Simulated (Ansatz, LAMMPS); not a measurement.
# Local environments in amorphous 59SiO2-29PbO-12Li2O (mol %) (133 atoms)

Density of this cell: 4.43 g/cm³. The cell holds 133 atoms: 29 Si, 14 Pb, 12 Li and 78 O. Its edges and angles: a = 12.369 Å, b = 12.369 Å, c = 12.369 Å, α = 90.0°, β = 90.0°, γ = 90.0°. The starting structure: 133 atoms (29 Si, 14 Sr, 12 Li, 78 O) placed at random at 3.02 g/cm³, melted at 5000 K for 10 ps at fixed volume with the Morse and Coulomb pair potential with partial charges (Pedone, Malavasi, Menziani, Cormack and Segre, J. Phys. Chem. B 110, 11780 (2006)). Quenched from 5000 K to 300 K at 100 K/ps and fixed volume, held 10 ps at zero pressure, then minimised at fixed cell. Then Sr was replaced by Pb and the cell scaled by 1.008 (the potential has no terms for the new elements, so the cell is a start for a DFT relaxation).

Method: Kohn-Sham DFT, PBEsol, PAW (set soft_2), plane waves (Ansatz 0.2.0; cutoff 420 eV, Γ point, gaussian smearing of 0.025 eV), at the relaxed geometry.

The whole cell was solved; only parts of it are printed.

A closer look about Li48, one of the 12 Li atoms: 23 atoms, nearest first, numbered in the order of the input, with positions taken from that point.

```tsv
atom	x	y	z	distance (Å)	bonds	Löwdin charge (e)
Li48	0.00	0.00	0.00	0.00	3	0.77
O69	-0.78	1.57	-0.56	1.84	3	-0.98
O122	-0.87	-1.52	0.72	1.90	4	-0.91
O101	1.04	-0.53	-1.65	2.02	4	-0.88
Li55	0.87	1.53	-1.56	2.35	4	0.78
O107	1.36	0.60	1.87	2.39	2	-0.78
Li51	-2.64	-0.86	0.98	2.95	3	0.82
Si13	-0.18	-2.26	1.98	3.01	4	1.67
O79	1.46	-1.98	2.10	3.23	2	-0.79
Si29	2.47	-0.65	2.09	3.30	4	1.61
Si18	-1.46	2.45	-1.71	3.33	4	1.57
Si4	0.96	-1.77	-2.73	3.39	4	1.60
O97	2.62	1.91	-1.14	3.43	3	-0.86
Pb31	-1.89	-2.86	-1.15	3.61	3	1.02
Pb42	3.33	-0.31	-1.52	3.67	3	0.99
O108	3.57	-0.68	0.88	3.74	4	-0.82
Si22	1.41	1.86	2.92	3.74	4	1.66
O61	0.84	-3.20	-1.85	3.79	2	-0.78
O132	-0.92	-1.75	3.36	3.90	2	-0.77
O76	-0.09	2.97	-2.60	3.95	3	-0.80
O80	-2.33	1.58	-2.81	3.98	3	-0.78
O131	-0.40	-1.72	-3.62	4.03	3	-0.86
O125	0.38	3.06	2.61	4.04	3	-0.86
```

The column of bonds counts only the pairs O-Si within 2.08 Å, O-Pb within 2.62 Å, O-Li within 2.27 Å; other neighbours, such as metal atoms beside each other in a compound, aren't counted, and periodic images can show an atom twice.

A closer look about O104, whose charge lies farthest from its element's mean: 37 atoms, nearest first, numbered in the order of the input, with positions taken from that point.

```tsv
atom	x	y	z	distance (Å)	bonds	Löwdin charge (e)
O104	0.00	0.00	0.00	0.00	4	-0.98
Si28	1.46	0.68	0.11	1.62	4	1.61
Li44	-0.65	-1.18	1.39	1.93	2	0.79
Li54	-1.44	1.11	-0.85	2.01	3	0.77
Li45	-0.08	-1.46	-1.45	2.06	3	0.77
O74	2.39	-0.17	1.20	2.68	2	-0.77
O75	2.33	0.82	-1.23	2.75	3	-0.86
O85	1.64	2.25	0.69	2.87	3	-0.83
O70	-0.40	2.31	-1.95	3.05	3	-0.87
O133	-2.26	-1.02	2.38	3.44	3	-0.88
O58	0.00	-3.35	0.85	3.45	2	-0.80
O90	0.46	0.22	-3.42	3.45	2	-0.78
O66	1.17	-1.98	2.61	3.48	2	-0.79
O57	-1.23	-3.02	-1.45	3.57	3	-0.88
Si2	2.34	-0.83	2.65	3.63	4	1.71
O118	-0.65	0.53	3.57	3.66	2	-0.79
O128	1.37	-2.15	-2.67	3.69	3	-0.85
Si9	0.43	1.88	-3.28	3.81	4	1.61
O108	-2.89	2.53	-0.54	3.88	4	-0.82
O95	-3.05	-0.18	-2.50	3.95	2	-0.81
Li51	3.27	2.34	-0.44	4.05	3	0.82
Si26	1.32	3.44	1.81	4.11	4	1.63
Si1	1.21	-3.50	1.95	4.19	4	1.67
Si15	-0.59	-4.14	-0.49	4.21	4	1.61
O105	0.91	2.65	3.22	4.27	2	-0.78
O114	1.88	0.17	3.84	4.28	2	-0.75
Si14	1.04	-1.24	-3.98	4.30	4	1.57
Si10	0.69	1.28	4.05	4.30	4	1.71
Si27	-2.06	-0.27	3.81	4.34	4	1.60
O82	0.02	4.25	1.28	4.44	2	-0.80
Pb33	-1.04	4.34	-0.73	4.52	3	1.04
O72	-3.29	2.67	2.10	4.73	3	-0.88
Si29	-3.99	2.56	0.66	4.78	4	1.61
Pb31	4.03	0.35	-2.58	4.79	3	1.02
O130	1.80	2.64	-3.59	4.81	2	-0.81
Pb35	2.81	-3.68	-1.44	4.85	3	1.02
O110	2.65	-3.87	1.34	4.88	3	-0.84
```

The column of bonds counts only the pairs O-Si within 2.08 Å, O-Pb within 2.62 Å, O-Li within 2.27 Å; other neighbours, such as metal atoms beside each other in a compound, aren't counted, and periodic images can show an atom twice.

The surroundings of Li53, picked at random, nearest first, numbered as they follow in the input and with coordinates relative to it.

```tsv
atom	x	y	z	distance (Å)	bonds	Löwdin charge (e)
Li53	0.00	0.00	0.00	0.00	3	0.78
O112	0.95	-0.77	1.31	1.79	3	-0.96
O72	0.88	1.27	-0.98	1.83	3	-0.88
O83	-1.55	0.77	0.75	1.88	3	-0.82
O79	-0.83	-0.16	-2.40	2.55	2	-0.79
Si29	0.19	1.16	-2.42	2.69	4	1.61
Li52	0.72	0.64	2.60	2.77	4	0.75
O88	-2.13	-1.74	0.46	2.78	2	-0.78
Si27	2.11	-1.67	0.73	2.79	4	1.60
Si20	-2.83	-0.23	0.43	2.87	4	1.63
Si5	-1.64	2.33	1.26	3.12	4	1.66
O133	1.91	-2.42	-0.70	3.16	3	-0.88
O123	-0.42	2.39	2.38	3.40	3	-0.80
O132	-3.21	0.06	-1.14	3.41	2	-0.77
O81	-1.19	3.23	-0.03	3.44	2	-0.77
Pb40	-0.13	-3.35	-1.08	3.52	3	1.06
Si13	-2.46	-0.45	-2.52	3.55	4	1.67
Pb30	2.32	2.70	0.29	3.57	3	1.06
O118	3.53	-0.87	0.49	3.66	2	-0.79
O107	-0.92	2.41	-2.63	3.69	2	-0.78
O94	2.49	1.59	2.41	3.81	3	-0.85
O108	1.28	1.13	-3.62	4.01	4	-0.82
```

The column of bonds counts only the pairs O-Si within 2.08 Å, O-Pb within 2.62 Å, O-Li within 2.27 Å; other neighbours, such as metal atoms beside each other in a compound, aren't counted, and periodic images can show an atom twice.

Length of the force by element:

```tsv
element	coordination	atoms	mean length of the force (eV/Å)	spread	least	most
Li	all	12	0.0108	0.0056	0.0049	0.0238
O	all	78	0.0133	0.0078	0.0015	0.0395
Pb	all	14	0.0153	0.0077	0.0051	0.0312
Si	all	29	0.0223	0.0094	0.0082	0.0442
```

Löwdin charges by element (they lack the spilled electrons, 0.063 e an atom on average):

```tsv
element	coordination	atoms	mean charge (e)	spread	least	most
Li	all	12	0.779	0.0179	0.746	0.822
O	all	78	-0.814	0.0527	-0.983	-0.746
Pb	all	14	1.04	0.025	0.992	1.08
Si	all	29	1.65	0.0456	1.57	1.74
```

The quench rate of 100 K/ps is many orders above laboratory rates, so the cell is likely richer in defects and strain than a real sample. The network of bonds at the start is that of the classical potential that made the cell, and needn't be the one that DFT or experiment would give. Only the Γ point is sampled, in a cell whose shortest periodic width is 12 Å. The Löwdin charges lack the electrons that the projection spills, 0.063 e an atom on average.

[Logs are printed without paths, hosts, clocks, repeated set-up lines and the standing remarks that a program may print on its own settings, such as how far it seeks lower states.]

[Hosts, paths, dates, database ids (printed as entryN), source tags and the programs' standing remarks are cut or masked in the printed files.]
